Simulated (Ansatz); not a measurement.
## C on Hf(0001): change of the work function: cost of one run

Ansatz 0.2.0; plane-wave DFT, PBE, Ansatz PAW. The cell holds 18 atoms.

The input, input.yaml:

```yaml
crystal:
  lattice:
    - [6.4, 0.0, 0.0]
    - [3.2, 5.5425625842, 0.0]
    - [0.0, 0.0, 27.3586529855]
  atoms:
    - { symbol: Hf, position: [0.3333333333, 0.3333333333, 0.3289635643] }
    - { symbol: Hf, position: [0.0, 0.0, 0.4214827391] }
    - { symbol: Hf, position: [0.3333333333, 0.3333333333, 0.5179643955] }
[... 9 atom lines left out ...]
    - { symbol: Hf, position: [0.8333333333, 0.8333333333, 0.3289635643] }
    - { symbol: Hf, position: [0.5, 0.5, 0.4214827391] }
    - { symbol: Hf, position: [0.8333333333, 0.8333333333, 0.5179643955] }
    - { symbol: Hf, position: [0.5, 0.5, 0.6049353542] }
    - { symbol: C, position: [0.1666666667, 0.1666666667, 0.6710364357] }
    - { symbol: C, position: [0.6666666667, 0.1666666667, 0.6710364357] }
kpoints:
  mp_grid: { grid: [6, 6, 1] }
hamiltonian:
  xc: pbe
scf:
  occupations: { method: fermi_dirac, width: 0.1 }
  convergence: { dr2_threshold: 1.0e-08 }
efield:
  axis: 3
  dipole_correction: true
  ramp_position: 0.97
  ramp_width: 0.06
relax:
  f_tol: 0.02
  max_steps: 60
  constraints: [{ sites: [0, 1, 4, 5, 8, 9, 12, 13] }]
output:
  dos: { projected: true, e_range: [-8, 4] }
  write_potential: true
  write_density: true
  volumetric_format: npy
  elf: true
```

On the command line:

```sh
ansatz run input.yaml --threads 8 --pin off --max-ram 16384MiB --backend cpu --events-out ev --progress --plain --runs-dir out
```

The cutoff in use is 420 eV. For reference, a run of the same kind (17 atoms, 7 k-points, 252 bands and 19,003 plane waves; 69 SCF cycles) took 4.1 min and 8 GiB on the same hardware.

Q: Estimate wall time and peak memory on 8 threads of Arm Neoverse V2, shared host.

A cutoff of 420 eV is a sphere of radius 10.5 Å⁻¹, so a cell of 970 Å³ holds about V·G³/6π² = 18,966 plane waves. At two electrons a band, the 424 electrons need 212 bands, and 43 more are carried. Symmetry cuts the 6×6×1 mesh from 36 to 13 points. The run has 13 k-points, 255 bands and 19,003 plane waves. Taking the work of a cycle as k-points × spins × bands × plane waves, that is 1.9 times the reference, or 7.7 min at the reference's 69 cycles. The run needed 92 SCF cycles over 9 ionic steps, which makes it about 10 min. One copy of the wavefunctions takes 0.94 GiB at 16 bytes a coefficient, against 0.5 GiB in the reference; grids, projectors and work arrays come on top. Measured: about 11 min, with a peak of 9.9 GiB. The estimate holds within 25 %.

[Logs are printed without paths, hosts, clocks, repeated set-up lines and the standing remarks that a program may print on its own settings, such as how far it seeks lower states.]

[Hosts, paths, dates, database ids (printed as entryN), source tags and the programs' standing remarks are cut or masked in the printed files.]

[Maps of the electrostatic potential energy from Ansatz leave out the sawtooth potential of an applied field or a dipole correction, so their vacuum need not be flat; planar profiles and work functions include it.]
